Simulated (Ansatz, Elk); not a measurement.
## FeCo2: X-ray structure factors from the self-consistent density

The structure of FeCo2 used here is made up (a known structure type with other elements) and was relaxed beforehand with PBEsol. The aim is the Fourier transform of its all-electron density, F(hkl), set beside the sum over free spherical atoms that refinements use.

Main program and level: Elk 11.2.3 (patched build); DFT, PBE, all-electron APW+lo, Dirac cores, scalar-relativistic bands, static density, ferromagnetic start.

The structure was built from a prototype and need not be the compound's stable phase.

## Step 1: Set-up

Symmetry: P-3m1, No. 164, trigonal system. Conventional cell: a = 2.463 Å, b = 2.463 Å, c = 6.075 Å, α = 90.00°, β = 90.00°, γ = 120.00°. Nearest to Co lie 9 Co at 2.44 to 2.46 Å and 3 Fe at 2.49 Å. Nearest to Fe lie 6 Fe at 2.46 Å and 6 Co at 2.49 Å. Farther neighbours are not listed.

Coordinates:

```cif
data_structure
_symmetry_space_group_name_H-M 'P-3m1'
_symmetry_Int_Tables_number 164
_cell_length_a 2.4632
_cell_length_b 2.4632
_cell_length_c 6.0749
_cell_angle_alpha 90.000
_cell_angle_beta 90.000
_cell_angle_gamma 120.000
_cell_volume 31.92
loop_
_atom_site_label
_atom_site_type_symbol
_atom_site_symmetry_multiplicity
_atom_site_Wyckoff_symbol
_atom_site_fract_x
_atom_site_fract_y
_atom_site_fract_z
_atom_site_occupancy
Co1 Co 2 d 0.66667 0.33333 0.33710 1
Fe1 Fe 1 a 0.00000 0.00000 0.00000 1
```

## Step 2: Ground state and structure factors

An all-electron density is needed, since X-rays see the cores too. Task 0 finds the density and task 195 Fourier-transforms it; tshift is off so that phases refer to the origin typed.

The input, elk.in:

```
tasks
  0
  195
  196

xctype
  20

spinpol
  .true.

rgkmax
  7.0

gmaxvr
  14.0

lmaxo
  7

lmaxapw
  8

swidth
  0.002

tshift
  .false.

ramdisk
  .false.

hmaxvr
  5.5

maxscl
  120

epspot
  1e-06

reducebf
  0.8

sppath
  './'

avec
  4.65480131945 -0.00000000000 -0.00000000000
  -2.32740065972 4.03117619221 0.00000000000
  -0.00000000000 0.00000000000 11.47980444739

atoms
  2
  'Co.in'
  2
  0.6666666667 0.3333333333 0.3370976284   0.000000 0.000000 -0.085000
  0.3333333333 0.6666666667 0.6629023716   0.000000 0.000000 -0.085000
  'Fe.in'
  1
  -0.0000000000 -0.0000000000 -0.0000000000   0.000000 0.000000 -0.110000

ngridk
  9 9 3
```

On the command line:

```
OMP_NUM_THREADS=4 elk
```

Numbers of over 12 decimals in the logs are rounded to 6 here.

The program printed:

```text
┌─────────────────────────┐
│ Elk code version 11.2.3 │
└─────────────────────────┘

All units are atomic (Hartree, Bohr, etc.)

┌─────────────────────────────────────────────────┐
│ Ground-state run starting from atomic densities │
└─────────────────────────────────────────────────┘

Lattice vectors :
   4.654801319      -0.000000000      -0.000000000
  -2.327400660       4.031176192       0.000000000
  -0.000000000       0.000000000       11.47980445

Reciprocal lattice vectors :
   1.349828892      0.7793240741       0.000000000
   0.000000000       1.558648148       0.000000000
   0.000000000       0.000000000      0.5473251166

Unit cell volume      :    215.4107731
Brillouin zone volume :    1.151521857

Muffin-tin inner radius fraction :   0.1000000000E-01

Nuclei treated as point charges

Species : 1 (Co)
 parameters loaded from : Co.in
 name : cobalt
 nuclear charge    :   -27.00000000
 electronic charge :    27.00000000
 atomic mass :    107428.6517
 muffin-tin radius :    2.277786294
 number of radial points in muffin-tin :    993
 inner part over the whole radius :   0.9994329547E-02
 number on inner part of muffin-tin    :    700
 approximate nuclear radius :   0.7243775530E-04
 number of mesh points to nuclear radius :    334
 atomic positions (lattice), magnetic fields (Cartesian) :
  1 :  -0.33333333  0.33333333  0.33709763    0.00000000  0.00000000 -0.08500000
  2 :   0.33333333 -0.33333333 -0.33709763    0.00000000  0.00000000 -0.08500000

Species : 2 (Fe)
 parameters loaded from : Fe.in
 name : iron
 nuclear charge    :   -26.00000000
 electronic charge :    26.00000000
 atomic mass :    101799.2075
 muffin-tin radius :    2.302400660
 number of radial points in muffin-tin :    993
 inner part over the whole radius :   0.9862164486E-02
 number on inner part of muffin-tin    :    699
 approximate nuclear radius :   0.7160107270E-04
 number of mesh points to nuclear radius :    332
 atomic positions (lattice), magnetic fields (Cartesian) :
  1 :   0.00000000  0.00000000  0.00000000    0.00000000  0.00000000 -0.11000000

Total number of atoms per unit cell :    3
Total muffin-tin volume :    150.1298554
 ratio of muffin-tin to unit cell volume :   0.6969468297

Spin treatment :
 spin-polarised
 global magnetic field (Cartesian) :    0.000000000       0.000000000       0.000000000
 collinear magnetisation in z-direction

Number of Bravais lattice symmetries :   24
Number of crystal symmetries         :   12
Crystal has inversion symmetry
Real symmetric eigensolver will be used

k-point grid :      9     9     3
k-point offset :    0.000000000       0.000000000       0.000000000
k-point set is reduced with full crystal symmetry group
Total number of k-points :       31

Muffin-tin radius times maximum |G+k| :    7.000000000
 using average radius
Maximum |G+k| for APW functions       :    3.062129181
Maximum (1/2)|G+k|²                   :    4.688317559
Maximum |G| for potential and density :    14.00000000
Constant for pseudocharge density :    8
 order of it for each species :   15  15
 order of it for pair densities of each species (exact exchange by exxq0 0: 16) :    9  10
Radial integration step length :    1

G-vector grid sizes :     21    21    54
Number of G-vectors :     9993

Maximum angular momentum used for
 APW functions            :    8
 outer part of muffin-tin :    7
 inner part of muffin-tin :    2

Total nuclear charge    :   -80.00000000
Total core charge       :    34.00000000
Total valence charge    :    46.00000000
Total excess charge     :    0.000000000
Total electronic charge :    80.00000000

Effective Wigner radius, rₛ :   0.8630373827

Number of empty states         :     36
Total number of valence states :    120
Total number of core states    :     34

Third-order local-orbitals added for an l without core states : T
Total number of local-orbitals :     67

Exchange-correlation functional :     20     0     0
 Perdew-Burke-Ernzerhof, Phys. Rev. Lett. 77, 3865 (1996)
[...]
atom 2                    :    2.003753597
  species : 2 (Fe)
   atom 1                    :    2.236566624
 total in muffin-tins        :    6.244073819
 total moment                :    6.121901355

RMS change in Kohn-Sham potential (target) :    5.063252656     (  0.1000000000E-05)
Absolute change in total energy (target)   :    1.373792531     (  0.1000000000E-03)

[... loops 3 to 22 left out ...]

┌──────────────────┐
│ Loop number : 23 │
└──────────────────┘

Energies :
 Fermi                       :     0.342867
 sum of occupied eigenvalues :     -2340.8032415977
 electron kinetic            :      4118.5606817409
 core electron kinetic       :      3707.9829195592
 Coulomb                     :     -8002.8802077240
 Coulomb potential           :     -6231.5901074769
 nuclear-nuclear             :     -740.76769714474
 electron-nuclear            :     -8323.5263822280
 Hartree                     :      1061.4138716487
 Madelung                    :     -4887.0851539856
 xc potential                :     -227.53306638003
 xc effective B-field        :    -0.240735
 external B-field            :      0.000000
 exchange                    :     -171.65035482506
 correlation                 :     -3.768979
 electron entropic           :    -0.10388311181340E-02
 total energy                :     -4059.7398983976
 (external B-field energy excluded from total)

Density of states at Fermi energy :    77.63874548
 (states/Hartree/unit cell)

Estimated indirect band gap :   0.6004810250E-03
 from k-point 17 to k-point 5
Estimated direct band gap   :   0.1801746896E-02
 at k-point 5

Charges :
 core                        :    34.00000000
 valence                     :    46.00000000
 interstitial                :    2.807038734
 muffin-tins (core leakage)
  species : 1 (Co)
[...]
species : 2 (Fe)
[...]
total in muffin-tins        :    77.19296127
 total calculated charge     :    79.99610487
 total charge                :    80.00000000
 error                       :   0.3895132726E-02

Moments :
 interstitial                :  -0.1212265809
 muffin-tins
  species : 1 (Co)
[...]
species : 2 (Fe)
[...]
total in muffin-tins        :    5.676730531
 total moment                :    5.555503950

RMS change in Kohn-Sham potential (target) :   0.7304664239E-06 (  0.1000000000E-05)
Absolute change in total energy (target)   :   0.2391365706E-04 (  0.1000000000E-03)

Convergence targets achieved

┌──────────────────┐
│ Loop number : 24 │
└──────────────────┘

Energies :
 Fermi                       :     0.342866
 sum of occupied eigenvalues :     -2340.8032505339
 electron kinetic            :      4118.5606699654
 core electron kinetic       :      3707.9829215671
 Coulomb                     :     -8002.8801961481
 Coulomb potential           :     -6231.5901135148
 nuclear-nuclear             :     -740.76769714474
 electron-nuclear            :     -8323.5263539425
 Hartree                     :      1061.4138549392
 Madelung                    :     -4887.0851393907
 xc potential                :     -227.53306345488
 xc effective B-field        :    -0.240731
 external B-field            :      0.000000
 exchange                    :     -171.65035108590
 correlation                 :     -3.768979
 electron entropic           :    -0.10388642210370E-02
 total energy                :     -4059.7398951086
 (external B-field energy excluded from total)

Density of states at Fermi energy :    77.64159689
 (states/Hartree/unit cell)

Estimated indirect band gap :   0.6005062664E-03
 from k-point 17 to k-point 5
Estimated direct band gap   :   0.1803624706E-02
 at k-point 5

Charges :
 core                        :    34.00000000
 valence                     :    46.00000000
 interstitial                :    2.807039008
 muffin-tins (core leakage)
  species : 1 (Co)
   atom 1                    :    26.08329970     (  0.9003601839E-03)
   atom 2                    :    26.08329970     (  0.9003601839E-03)
  species : 2 (Fe)
   atom 1                    :    25.02636159     ( -0.2234196472E-06)
 total in muffin-tins        :    77.19296099
 total calculated charge     :    79.99610487
 total charge                :    80.00000000
 error                       :   0.3895126870E-02

Moments :
 interstitial                :  -0.1212247520
 muffin-tins
  species : 1 (Co)
   atom 1                    :    1.682829443
   atom 2                    :    1.682829443
  species : 2 (Fe)
   atom 1                    :    2.311026701
 total in muffin-tins        :    5.676685586
 total moment                :    5.555460834

┌──────────────────────────────┐
│ Self-consistent loop stopped │
└──────────────────────────────┘

Warning : core states of species 1 leak from the muffin-tin :   0.9003601839E-03

Wrote STATE.OUT
```

Run time: 2.1 min. Hardware: 4 threads of Arm Neoverse V1, shared host; peak memory 0.37 GiB; 8.1 min of CPU time.

SFACRHO.OUT:

```text

h k l indices transformed by vhmat matrix:
   1.000000000       0.000000000       0.000000000    
   0.000000000       1.000000000       0.000000000    
   0.000000000       0.000000000       1.000000000    

      h      k      l  multipl.   |H|            Re(F)            Im(F)           |F|

      0      0      0      1   0.0000000       80.000000     -0.30354390E-17   80.000000    
      0      0      1      2  0.54732512      -2.0783189     -0.45675372E-17   2.0783189    
      0      0      2      2   1.0946502      0.79865859     -0.70483548E-18  0.79865859    
      0     -1      0      6   1.5586481      -1.0529530     -0.89983381E-14   1.0529530    
      0      0      3      2   1.6419753       56.916957      0.10209059E-16   56.916957    
      0      1      1      6   1.6519530     -0.23952583      0.89890600E-14  0.23952583    
     -1      1      1      6   1.6519530       56.842871     -0.73072220E-17   56.842871    
      0     -1     -2      6   1.9046373       52.958916      0.15879703E-13   52.958916    
     -1      0     -2      6   1.9046373      -2.4322860     -0.59800706E-14   2.4322860    
      0      0      4      2   2.1893005      -3.5492683      0.23278158E-16   3.5492683    
      1      0     -3      6   2.2639494      -2.8733157     -0.61864028E-17   2.8733157    
      0      1     -3      6   2.2639494       1.1442203      0.59892599E-14   1.1442203    
      1      0     -4      6   2.6874562       1.6208630      0.10458924E-13   1.6208630    
      0     -1      4      6   2.6874562       42.683423      0.12903655E-13   42.683423    
     -1      2      0      6   2.6996578       42.680607     -0.12903092E-13   42.680607    
      0      0      5      2   2.7366256       2.2451052      0.32777012E-16   2.2451052    
     -2      1      1     12   2.7545811      -1.3975005      0.84479878E-17   1.3975005    
      2     -1     -2     12   2.9131446      0.34348475     -0.10881468E-16  0.34348475
```

Elk indexes on the primitive cell of elk.in and gives |H| = 4π sin θ/λ in inverse bohr. Below, one row stands for each form hkl of the conventional cell (m members, Friedel mates merged), F is for one primitive cell and the density is static (no thermal factor). Free-atom factors are Waasmaier and Kirfel's, and R is Σm||F|−|F'||/Σm|F|.

```csv
hkl,m,sin θ/λ (Å⁻¹),"abs F, DFT",neutral atoms,diff.
001,2,0.082,2.078,2.088,-0.010
002,2,0.165,0.799,0.792,+0.007
100,6,0.234,1.053,1.024,+0.029
003,2,0.247,56.917,57.316,-0.399
011,6,0.248,0.239,0.212,+0.027
101,6,0.248,56.843,57.251,-0.408
012,6,0.286,52.959,53.440,-0.481
102,6,0.286,2.432,2.447,-0.015
004,2,0.329,3.549,3.606,-0.057
013,6,0.341,2.873,2.899,-0.026
103,6,0.341,1.144,1.136,+0.008
014,6,0.404,1.621,1.608,+0.013
104,6,0.404,42.683,42.756,-0.073
110,6,0.406,42.681,42.739,-0.058
```

## Step 3: The magnetisation density

The same run holds the spin density, and task 196 transforms it. The order is that of the start, and no other was tried.

SFACMAG_1.OUT:

```text

h k l indices transformed by vhmat matrix:
   1.000000000       0.000000000       0.000000000    
   0.000000000       1.000000000       0.000000000    
   0.000000000       0.000000000       1.000000000    

      h      k      l  multipl.   |H|            Re(F)            Im(F)           |F|

      0      0      0      1   0.0000000       5.5554611     -0.91569182E-18   5.5554611    
      0      0      1      2  0.54732512      0.51636479      0.37052055E-15  0.51636479    
      0      0      2      2   1.0946502      0.56540726     -0.37680621E-15  0.56540726    
      0     -1      0      6   1.5586481      0.33744716     -0.37321731E-15  0.33744716    
      0      0      3      2   1.6419753       3.7205003      0.22971255E-16   3.7205003    
      0      1      1      6   1.6519530      0.35541173      0.37215973E-15  0.35541173    
     -1      1      1      6   1.6519530       3.7380150      0.87858335E-17   3.7380150    
      0     -1     -2      6   1.9046373       3.2629115      0.89485250E-15   3.2629115    
     -1      0     -2      6   1.9046373      0.13585204     -0.46522999E-15  0.13585204    
      0      0      4      2   2.1893005     -0.37449087E-01  0.29442626E-17  0.37449087E-01
      1      0     -3      6   2.2639494      0.44282372E-01 -0.93974564E-16  0.44282372E-01
      0      1     -3      6   2.2639494      0.22391692      0.55981493E-15  0.22391692    
      1      0     -4      6   2.6874562      0.15664653      0.55962146E-15  0.15664653    
      0     -1      4      6   2.6874562       1.8015976      0.51659129E-15   1.8015976    
     -1      2      0      6   2.6996578       1.8061512     -0.50774732E-15   1.8061512    
      0      0      5      2   2.7366256      0.11390373      0.44706035E-17  0.11390373
```

The total moment is 5.56 μB a cell; sphere moments: Co1 +1.68, Co2 +1.68, Fe3 +2.31 μB. Polarised neutrons measure spin and orbital magnetisation together; without spin-orbit coupling the run gives the spin part:

```csv
hkl,sin θ/λ (Å⁻¹),abs F_M (μB)
001,0.082,0.516
002,0.165,0.565
100,0.234,0.337
003,0.247,3.720
011,0.248,0.355
101,0.248,3.738
012,0.286,3.263
102,0.286,0.136
004,0.329,0.037
013,0.341,0.044
103,0.341,0.224
014,0.404,0.157
104,0.404,1.802
110,0.406,1.806
```

## Step 4: The highest occupied states alone

An energy window below the Fermi level keeps the highest occupied states, to see at which angles they scatter; shallow core shells can lie inside it and anion s states outside. No new self-consistency is needed.

elk.in, as its differences from that of step 2:

```diff
@@ -1,5 +1,3 @@
 tasks
-  0
   195
-  196
 
@@ -44,2 +42,5 @@
 
+wsfac
+  -0.098130 0.642870
+
 sppath
```

On the command line:

```
OMP_NUM_THREADS=4 elk
```

The program printed:

```text
┌─────────────────────────────────┐
│ Elk code version 11.2.3 started │
└─────────────────────────────────┘

Info(readinput): the functional depends on the density's gradient
 muffin-tin radial points multiplied by    2.00000
 (not where nrmtscf is given)

┌────────────────────┐
│ Current task : 195 │
└────────────────────┘
Info(checkmt): changed muffin-tin radius of species 1 (Co) from   2.4000 to   2.2778
Info(checkmt): changed muffin-tin radius of species 2 (Fe) from   2.4000 to   2.3024

Info(sfacrho): density structure factors written to SFACRHO.OUT

 Energy window :  -0.9813000000E-01  0.6428700000

┌──────────────────┐
│ Elk code stopped │
└──────────────────┘
```

Wall time 4.1 s (4 threads); peak memory 0.16 GiB.

States within 12 eV below the Fermi level hold 26.00 electrons; any levels below the window count with the cores. Their amplitudes can exceed the total, where window and core parts have opposite phase:

```csv
hkl,sin θ/λ (Å⁻¹),"abs F, window","abs F, all"
001,0.082,1.326,2.078
002,0.165,0.476,0.799
100,0.234,0.847,1.053
003,0.247,10.897,56.917
011,0.248,0.653,0.239
101,0.248,10.835,56.843
012,0.286,9.075,52.959
102,0.286,0.976,2.432
004,0.329,1.025,3.549
013,0.341,0.907,2.873
```

[end of part 1 of 2]

[Logs are printed without paths, hosts, clocks, repeated set-up lines and the standing remarks that a program may print on its own settings, such as how far it seeks lower states.]

[Hosts, paths, dates, database ids (printed as entryN), source tags and the programs' standing remarks are cut or masked in the printed files.]
